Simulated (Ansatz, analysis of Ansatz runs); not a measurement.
## How often does Cl try the jump in K3BrCl2 (P-3m1)?

Aim: the prefactor of a hop in K3BrCl2 (P-3m1) (V_Cl hop (4.4 Å), charge +1) from the modes of the moving atom at the start and at the top of a path found beforehand. Model: a cell of 54 host atoms with 1 Cl taken out.

Method: plane-wave PAW DFT, PBEsol; finite-difference force constants of the moving atom alone, in Ansatz 0.2.0.

### Step 1. The starting structure

The cell holds 53 atoms: 27 K, 9 Br and 17 Cl. Cell: a = 13.448 Å, b = 13.448 Å, c = 11.001 Å, α = 90.0°, β = 90.0°, γ = 120.0°. It derives from K3BrCl2 (space group P-3m1). Nearest the centre at fractional (0.667, 0.500, 0.500): Cl46 at 2.12 Å, K42 at 2.43 Å, K48 at 2.43 Å, Cl23 at 3.78 Å, Cl29 at 3.78 Å, K27 at 3.78 Å, Cl47 at 3.79 Å, Cl53 at 3.79 Å. The cell carries charge +1.

The cell's shortest repeat is 11.0 Å.

### Step 2. Vibrations of the moving atom at the start point

Harmonic transition-state theory takes the prefactor from the modes at the minimum and at the top. Only the moving atom is displaced, by 0.02 Å, which takes six displaced runs and a reference; the host's atoms are held.

Contents of qp1.start.modes/input.yaml:

```yaml
crystal:
  lattice:
    - [13.44809205, 9.0e-08, 0.0]
    - [-6.7240461, 11.64638931, 0.0]
    - [0.0, 0.0, 11.00082975]
  atoms:
    - { symbol: K, position: [-0.00041271, 0.00054485, 0.49913425] }
    - { symbol: K, position: [0.10959332, 0.22148317, 0.17683462] }
    - { symbol: K, position: [0.22097384, 0.10972701, 0.82270665] }
    - { symbol: Br, position: [0.0011247, -0.00112493, 0.00270161] }
    - { symbol: Cl, position: [0.10565707, 0.2195928, 0.66674734] }
    - { symbol: Cl, position: [0.22762764, 0.11651045, 0.33879999] }
    - { symbol: K, position: [-0.00037717, 0.33270418, 0.49917288] }
    - { symbol: K, position: [0.11137656, 0.55631948, 0.17856275] }
    - { symbol: K, position: [0.22088245, 0.4444437, 0.82321497] }
    - { symbol: Br, position: [0.00103619, 0.33587313, 0.0026983] }
    - { symbol: Cl, position: [0.109897, 0.55315448, 0.65826937] }
    - { symbol: Cl, position: [0.22746254, 0.44441433, 0.33897991] }
    - { symbol: K, position: [0.00085042, 0.66712979, 0.50042102] }
    - { symbol: K, position: [0.11137827, 0.8887477, 0.17853613] }
    - { symbol: K, position: [0.22227585, 0.77797141, 0.81216079] }
    - { symbol: Br, position: [0.00793833, 0.67093677, -0.00627286] }
    - { symbol: Cl, position: [0.10997262, 0.89042619, 0.65822503] }
    - { symbol: Cl, position: [0.2223083, 0.77787796, 0.33875069] }
    - { symbol: K, position: [0.33298581, -0.0005133, 0.50033308] }
    - { symbol: K, position: [0.434496, 0.20300705, 0.16389709] }
    - { symbol: K, position: [0.55566438, 0.11003033, 0.82309338] }
    - { symbol: Br, position: [0.32957007, -0.00746485, -0.00640602] }
    - { symbol: Cl, position: [0.44677569, 0.22714233, 0.65537127] }
    - { symbol: Cl, position: [0.55573042, 0.11660023, 0.33880467] }
    - { symbol: K, position: [0.31533548, 0.32466459, 0.51276917] }
    - { symbol: K, position: [0.43466021, 0.56539252, 0.16389933] }
    - { symbol: K, position: [0.55553166, 0.44450863, 0.82289647] }
    - { symbol: Br, position: [0.33675975, 0.33523206, 0.00504153] }
    - { symbol: Cl, position: [0.44686354, 0.55325909, 0.65556197] }
    - { symbol: K, position: [0.3331537, 0.6670767, 0.50050226] }
    - { symbol: K, position: [0.44347684, 0.88864814, 0.17850386] }
    - { symbol: K, position: [0.55544371, 0.77911055, 0.82311142] }
    - { symbol: Br, position: [0.32922969, 0.67059362, -0.00626414] }
    - { symbol: Cl, position: [0.44707589, 0.89028357, 0.65831889] }
    - { symbol: Cl, position: [0.55553469, 0.77218456, 0.33876131] }
    - { symbol: K, position: [0.6673227, 0.00042987, 0.4992895] }
    - { symbol: K, position: [0.77811051, 0.2215598, 0.17712124] }
    - { symbol: K, position: [0.88882645, 0.11103279, 0.83016946] }
    - { symbol: Br, position: [0.66423534, -0.00120356, 0.0028093] }
    - { symbol: Cl, position: [0.78040962, 0.21964042, 0.66678474] }
    - { symbol: Cl, position: [0.88898166, 0.11132917, 0.33942321] }
    - { symbol: K, position: [0.67557388, 0.32446833, 0.51286146] }
    - { symbol: K, position: [0.79734326, 0.56540494, 0.16401611] }
    - { symbol: K, position: [0.89037425, 0.44471882, 0.82304771] }
    - { symbol: Br, position: [0.66476492, 0.33521784, 0.00517403] }
    - { symbol: Cl, position: [0.77329321, 0.55352432, 0.65602358] }
    - { symbol: Cl, position: [0.88342156, 0.4446435, 0.33890698] }
    - { symbol: K, position: [0.67574303, 0.68461392, 0.51286444] }
    - { symbol: K, position: [0.77812241, 0.88994582, 0.17701438] }
    - { symbol: K, position: [0.89002231, 0.77866362, 0.82283117] }
    - { symbol: Br, position: [0.66480267, 0.66304892, 0.00504903] }
    - { symbol: Cl, position: [0.78045168, 0.89449675, 0.66661381] }
    - { symbol: Cl, position: [0.88350421, 0.77259355, 0.33899378] }
  symmetry: { detect: false }
total_charge: 1
basis:
  ecutwfc: 420
  xc_grid: 2
hamiltonian:
  xc: pbesol
kpoints:
  mp_grid: { grid: [1, 1, 1], shift: [0.25, 0.25, 0.25] }
scf:
  occupations: { method: fixed }
  max_iter: 100
phonons:
  supercell: [1, 1, 1]
  displaced_sites: [45]
  amplitude: 0.02
```

Started as:

```sh
ansatz run input.yaml --threads 32 --pin off --max-ram 84787MiB --backend cuda --events-out ev --progress --plain --runs-dir out --max-vram 78GiB
```

Numbers of over 12 decimals in the logs are rounded to 6 here.

The program printed:

```text
[... repeated set-up lines and file paths are left out, and long positions are rounded to six places ...]
Engine: ansatz 0.2.0, aarch64-unknown-linux-gnu
Pseudopotentials: kind: paw
Pseudopotential: K, paw, valence charge 9, recommended cutoff 420 eV (normal), K.paw.azcp
Pseudopotential: Br, paw, valence charge 7, recommended cutoff 420 eV (normal), Br.paw.azcp
Pseudopotential: Cl, paw, valence charge 7, recommended cutoff 420 eV (normal), Cl.paw.azcp
Functional definition: PBEsol
  exchange = pbesol_x
  correlation = pbesol_c
[...]
Crystal: 53 atoms, lattice volume = 1722.969 Å³
Basis set: ecut = 420 eV, 33637 PW (Γ), exchange–correlation on 180×180×150 points (8 copies of the dense FFT grid, shifted against one another)
Bands: 265, of which v1, the nominal top of the filled ones, is band 212 counted from 1 (211 counted from 0)
Symmetry: 1 space group operations
k-points: 1
Non-local potential: K, projectors of the file, l = 0: 3, l = 1: 2, l = 2: 2
Non-local potential: Br, projectors of the file, l = 0: 2, l = 1: 2, l = 2: 2
Non-local potential: Cl, projectors of the file, l = 0: 2, l = 1: 2, l = 2: 2
PAW form: soft (Blöchl's): semilocal exchange-correlation on the pseudo side does not see the compensation charge
PAW frozen core: K, regenerated for the run's functional, and the local potential with it (the file was generated under x = pbe(κ = 0.804, μ = 0.219515), c = pbe(β = 0.066725))
PAW frozen core: Br, regenerated for the run's functional, and the local potential with it (the file was generated under x = pbe(κ = 0.804, μ = 0.219515), c = pbe(β = 0.066725))
PAW frozen core: Cl, regenerated for the run's functional, and the local potential with it (the file was generated under x = pbe(κ = 0.804, μ = 0.219515), c = pbe(β = 0.066725))
PAW one-centre angular grid: K, 110 points (default); XC on 64 Gauss nodes
PAW one-centre angular grid: Br, 110 points (default); XC on 64 Gauss nodes
PAW one-centre angular grid: Cl, 110 points (default); XC on 64 Gauss nodes
Initial density: superposition of atomic densities (neutral atoms scaled as one to the charged cell's electrons: chi_scale 0, normalization atom), corrected by the library's trained network
Initial wavefunctions: pseudopotential atomic-orbital guess
[...]
Functional: x = pbesol(κ = 0.804, μ = 0.123457), c = pbesol(β = 0.046)
SCF iter   1: F=—  HF=-83697.105904 eV  |F-HF|=—  |Δ(HF+E_count)|=         —  Δρ=2.27e-3  dr2=1.51e-1  ethr=1.77e-3  ⟨swp⟩=5.0  Hψ=950  notcnv=0  defer=51
preconditioner: auto → Resta (q_TF=auto, 2.160 Å⁻¹)  ε∞=2.5  [insulator: Δε(μ)=4.429 eV  Ē_g=13.961 eV  n_scr=282 (ndim 8)  ℏωp=17.2 eV  f_vac=0.090  ε∞_Penn≈2.5]
SCF iter   2: F=—  HF=-83697.056087 eV  |F-HF|=—  |Δ(HF+E_count)|=   4.98e-2  Δρ=9.53e-4  dr2=2.35e-2  ethr=3.55e-5  ⟨swp⟩=3.0  Hψ=386  notcnv=0  defer=51
[...]
SCF iter   9: F=-83697.057062 eV  HF=-83697.057062 eV  |F-HF|=4.95e-10  |Δ(HF+E_count)|=   1.07e-8  Δρ=1.48e-7  dr2=6.69e-10  ethr=1.00e-12  ⟨swp⟩=22.0  Hψ=1910  notcnv=0
SCF 1 converged in 9 iterations: F = -83697.057062 eV  dr2 = 6.69e-10
  greatest PAW one-centre occupation: 0.987 electrons in one spin orbital (limit 2), on the K atom at site 25 (counted from 0), in its partial waves of l = 0
[...]
iter 1 solved again at ethr=1.74e-7 eV; its pass at ethr=3.10e-3 eV (dr2=7.37e-4 eV) is discarded
SCF iter   1: F=—  HF=-83697.057223 eV  |F-HF|=—  |Δ(HF+E_count)|=         —  Δρ=1.24e-4  dr2=2.28e-4  ethr=1.74e-7  ⟨swp⟩=3.0  Hψ=882  notcnv=0  defer=51
SCF iter   2: F=—  HF=-83697.057177 eV  |F-HF|=—  |Δ(HF+E_count)|=   4.66e-5  Δρ=5.31e-5  dr2=2.67e-5  ethr=5.37e-8  ⟨swp⟩=2.0  Hψ=382  notcnv=0  defer=49
[...]
SCF iter   7: F=-83697.056770 eV  HF=-83697.056770 eV  |F-HF|=8.73e-11  |Δ(HF+E_count)|=   1.05e-9  Δρ=5.27e-8  dr2=7.14e-11  ethr=1.00e-12  ⟨swp⟩=4.0  Hψ=771  notcnv=0
SCF 2 converged in 7 iterations: F = -83697.056770 eV  dr2 = 7.14e-11
[...]
iter 1 solved again at ethr=6.06e-10 eV; its pass at ethr=3.10e-3 eV (dr2=2.57e-6 eV) is discarded
[...]
SCF 3 converged in 5 iterations: F = -83697.056658 eV  dr2 = 1.62e-11
[...]
SCF 4 converged in 7 iterations: F = -83697.056622 eV  dr2 = 5.71e-11
[...]
SCF 5 converged in 5 iterations: F = -83697.056776 eV  dr2 = 1.62e-11
[...]
SCF 6 converged in 7 iterations: F = -83697.056628 eV  dr2 = 8.94e-11
[...]
SCF 7 converged in 5 iterations: F = -83697.056878 eV  dr2 = 1.88e-11
SCF converged after 9 iterations
[...]
[... 10 atoms left out ...]
  atom  42  K     -0.00448857     0.00499450    -0.00253797
  atom  43  K     -0.00724564    -0.00085783     0.00153302
  [... 2 atoms left out ...]
  atom  46  Cl     0.00277444    -0.00390212    -0.00621916
  atom  47  Cl     0.00036315    -0.00217703    -0.00202667
  atom  48  K     -0.00200582    -0.00485776    -0.00269157
  [... 4 atoms left out ...]
  atom  53  Cl     0.00156122    -0.00279781    -0.00419211
  max |Σ_I F_I| component: 2.58e-6 eV/Å
--- Band table (eV) ---
  k-point 0: bands = ["-26.4802", "-26.4781", "-26.4761", "-26.4501", [... 49 left out ...] "-10.0824", "-10.0737", "-10.0682", "-10.0"]
--- Phonons: 6 displaced members + reference (amplitude 0.02 Å, Σ member SCF iterations 36) ---
  symmetry images taken by strict's conditions (phonons.symmetry_images: auto; settled by no image being taken that strict refuses)
  force constants formed among 1 of 53 sites (Cl 45); the other 52 at rest. The modes move the named sites alone.
  the frequencies, the zero-point energy and the sums are of the block with the acoustic sum rule laid on its rows. Row sums over every site: 7.6e-5 eV/Å² at the most
  transpose residual: 3.1e-4 eV/Å²
  largest component of a force at the reference: 6.2e-3 eV/Å on a named site, 9.6e-3 eV/Å on a site at rest
  frequencies among the named sites at Γ of the cell (cm⁻¹): 105.34 117.57 119.11
  unstable modes among the named sites: 0
  frequencies as built, with no sum rule (cm⁻¹): 105.33 117.57 119.11
  zero-point energy: 0.021202 eV/cell   skipped modes (ω ≤ 0): 0
  not written: the harmonic force-constant file, the file of eigenvectors (these modes' are written with the force constants), the density of states and the dispersion, which are of every site
```

Run time: 2.8 s. Hardware: 1 × NVIDIA GB200 with 32 threads of Arm Neoverse V2, shared host; peak memory 2 GiB; 13 s of CPU time.

Numbers from this step:

| Property | Result |
| --- | --- |
| free energy | -83697.0571 eV |
| frequencies of moving atom | 105.3, 117.6, 119.1 cm⁻¹ (negative: imaginary) |

The three modes are 105, 118 and 119 cm⁻¹: all real, a minimum for this atom with the others held.

### Step 3. Vibrations of the moving atom at the top of the path

The same at the top, where the mode along the path should be imaginary.

Contents of qp1.top.modes/input.yaml:

```yaml
crystal:
  lattice:
    - [13.44809205, 9.0e-08, 0.0]
    - [-6.7240461, 11.64638931, 0.0]
    - [0.0, 0.0, 11.00082975]
  atoms:
    - { symbol: K, position: [0.00588105, 0.00713319, 0.49966267] }
    - { symbol: K, position: [0.11690984, 0.22525028, 0.18519088] }
[... 10 atom lines left out ...]
    - { symbol: K, position: [-0.01532377, 0.65907006, 0.48940249] }
[... 9 atom lines left out ...]
    - { symbol: Cl, position: [0.44530816, 0.21476578, 0.6611578] }
[... 1 atom line left out ...]
    - { symbol: K, position: [0.34417382, 0.3388364, 0.5094692] }
[... 1 atom line left out ...]
    - { symbol: K, position: [0.54985226, 0.44165808, 0.81099522] }
[... 1 atom line left out ...]
    - { symbol: Cl, position: [0.44542768, 0.56415356, 0.66109485] }
[... 10 atom lines left out ...]
    - { symbol: Cl, position: [0.78572489, 0.21924473, 0.6728629] }
[... 1 atom line left out ...]
    - { symbol: K, position: [0.66665031, 0.29058029, 0.49965618] }
    - { symbol: K, position: [0.78293353, 0.55824662, 0.19368568] }
[... 2 atom lines left out ...]
    - { symbol: Cl, position: [0.67558026, 0.50478133, 0.49298453] }
    - { symbol: Cl, position: [0.88995697, 0.43426269, 0.33700103] }
    - { symbol: K, position: [0.66676589, 0.70974158, 0.49951894] }
[... 4 atom lines left out ...]
    - { symbol: Cl, position: [0.8899684, 0.78930185, 0.33707949] }
  symmetry: { detect: false }
total_charge: 1
basis:
  ecutwfc: 420
  xc_grid: 2
hamiltonian:
  xc: pbesol
kpoints:
  mp_grid: { grid: [1, 1, 1], shift: [0.25, 0.25, 0.25] }
scf:
  occupations: { method: fixed }
  max_iter: 100
phonons:
  supercell: [1, 1, 1]
  displaced_sites: [45]
  amplitude: 0.02
```

The program printed:

```text
[...]
Crystal: 53 atoms, lattice volume = 1722.969 Å³
Basis set: ecut = 420 eV, 33637 PW (Γ), exchange–correlation on 180×180×150 points (8 copies of the dense FFT grid, shifted against one another)
Bands: 265, of which v1, the nominal top of the filled ones, is band 212 counted from 1 (211 counted from 0)
Symmetry: 1 space group operations
k-points: 1
[...]
SCF iter   1: F=—  HF=-83696.495875 eV  |F-HF|=—  |Δ(HF+E_count)|=         —  Δρ=2.28e-3  dr2=1.43e-1  ethr=1.77e-3  ⟨swp⟩=6.0  Hψ=833  notcnv=0  defer=51
[...]
SCF iter   2: F=—  HF=-83696.456421 eV  |F-HF|=—  |Δ(HF+E_count)|=   3.95e-2  Δρ=9.38e-4  dr2=2.02e-2  ethr=3.37e-5  ⟨swp⟩=2.0  Hψ=386  notcnv=0  defer=51
[...]
SCF iter   9: F=-83696.453462 eV  HF=-83696.453462 eV  |F-HF|=6.26e-10  |Δ(HF+E_count)|=   1.01e-8  Δρ=1.68e-7  dr2=6.88e-10  ethr=1.00e-12  ⟨swp⟩=22.0  Hψ=1942  notcnv=0
SCF 1 converged in 9 iterations: F = -83696.453462 eV  dr2 = 6.88e-10
[...]
SCF iter   2: F=—  HF=-83696.453834 eV  |F-HF|=—  |Δ(HF+E_count)|=   4.38e-5  Δρ=5.36e-5  dr2=2.88e-5  ethr=6.04e-8  ⟨swp⟩=2.0  Hψ=377  notcnv=0  defer=49
[...]
SCF iter   7: F=-83696.453437 eV  HF=-83696.453437 eV  |F-HF|=1.16e-10  |Δ(HF+E_count)|=   2.53e-9  Δρ=6.09e-8  dr2=9.02e-11  ethr=1.00e-12  ⟨swp⟩=5.0  Hψ=856  notcnv=0
SCF 2 converged in 7 iterations: F = -83696.453437 eV  dr2 = 9.02e-11
[...]
SCF 3 converged in 5 iterations: F = -83696.452864 eV  dr2 = 1.73e-11
[...]
SCF 4 converged in 7 iterations: F = -83696.452369 eV  dr2 = 6.97e-11
[...]
SCF 5 converged in 5 iterations: F = -83696.452784 eV  dr2 = 1.59e-11
[...]
SCF 6 converged in 8 iterations: F = -83696.453375 eV  dr2 = 7.36e-12
[...]
SCF 7 converged in 5 iterations: F = -83696.453597 eV  dr2 = 2.10e-11
SCF converged after 9 iterations
[...]
[... 8 atoms left out ...]
  atom  42  K     -0.01552600     0.03209803    -0.00191390
  atom  43  K     -0.00650804    -0.00213786     0.00524043
  [... 2 atoms left out ...]
  atom  46  Cl     0.01430556    -0.01044004    -0.00558155
  atom  47  Cl    -0.00009146     0.00016604    -0.00017358
  atom  48  K      0.01379583    -0.02088893    -0.00107496
  [... 5 atoms left out ...]
  max |Σ_I F_I| component: 6.81e-7 eV/Å
--- Band table (eV) ---
[...]
transpose residual: 8.6e-4 eV/Å²
[...]
frequencies among the named sites at Γ of the cell (cm⁻¹): -51.61 51.75 212.13
  unstable modes among the named sites: 1
  frequencies as built, with no sum rule (cm⁻¹): -51.61 51.75 212.13
  zero-point energy: 0.016359 eV/cell   skipped modes (ω ≤ 0): 1, of them read as no rigid motion or as one in doubt: 1 (1.000e0 modes/cell left out, lowest -51.61 cm⁻¹)
[...]
```

Wall time 3.2 s (1 × NVIDIA GB200 with 32 threads); peak memory 1.8 GiB.

Read from the output:

```
free energy                : -83696.4535 eV
frequencies of moving atom : -51.61, 51.75, 212.1 cm⁻¹ (negative: imaginary)
```

The three modes are 52i, 52 and 212 cm⁻¹: one imaginary, a saddle of first order for this atom with the others held.

### Step 4. Attempt frequency and hop rate

Analysis of the runs above: harmonic transition-state theory from the moving atom's modes alone (Vineyard), PBEsol.

It gives:

```yaml
attempt_frequency: 4.028 THz
```

The hop rate by temperature:

```tsv
temperature (K)	hop rate (1/s)
200	0.00248
300	292
400	1.0e5
600	3.4e7
800	6.3e8
1000	3.7e9
```

### Step 5. Summary of results

```yaml
attempt_frequency_attempt_frequency_and_hop_rate: 4.03 THz
```

What this shows: The attempt frequency, the product of the three frequencies at the start over that of the two real ones at the top (Vineyard), is 4.0 THz. With the barrier of 0.60 eV it gives 3.4e+07 hops a second at 600 K along this one path; equivalent neighbouring sites multiply that. The host's atoms were held, though they move along the path too, so the prefactor is rough. Limits: one k-point off the zone centre stands for the whole zone.

[Logs are printed without paths, hosts, clocks, repeated set-up lines and the standing remarks that a program may print on its own settings, such as how far it seeks lower states.]

[Hosts, paths, dates, database ids (printed as entryN), source tags and the programs' standing remarks are cut or masked in the printed files.]
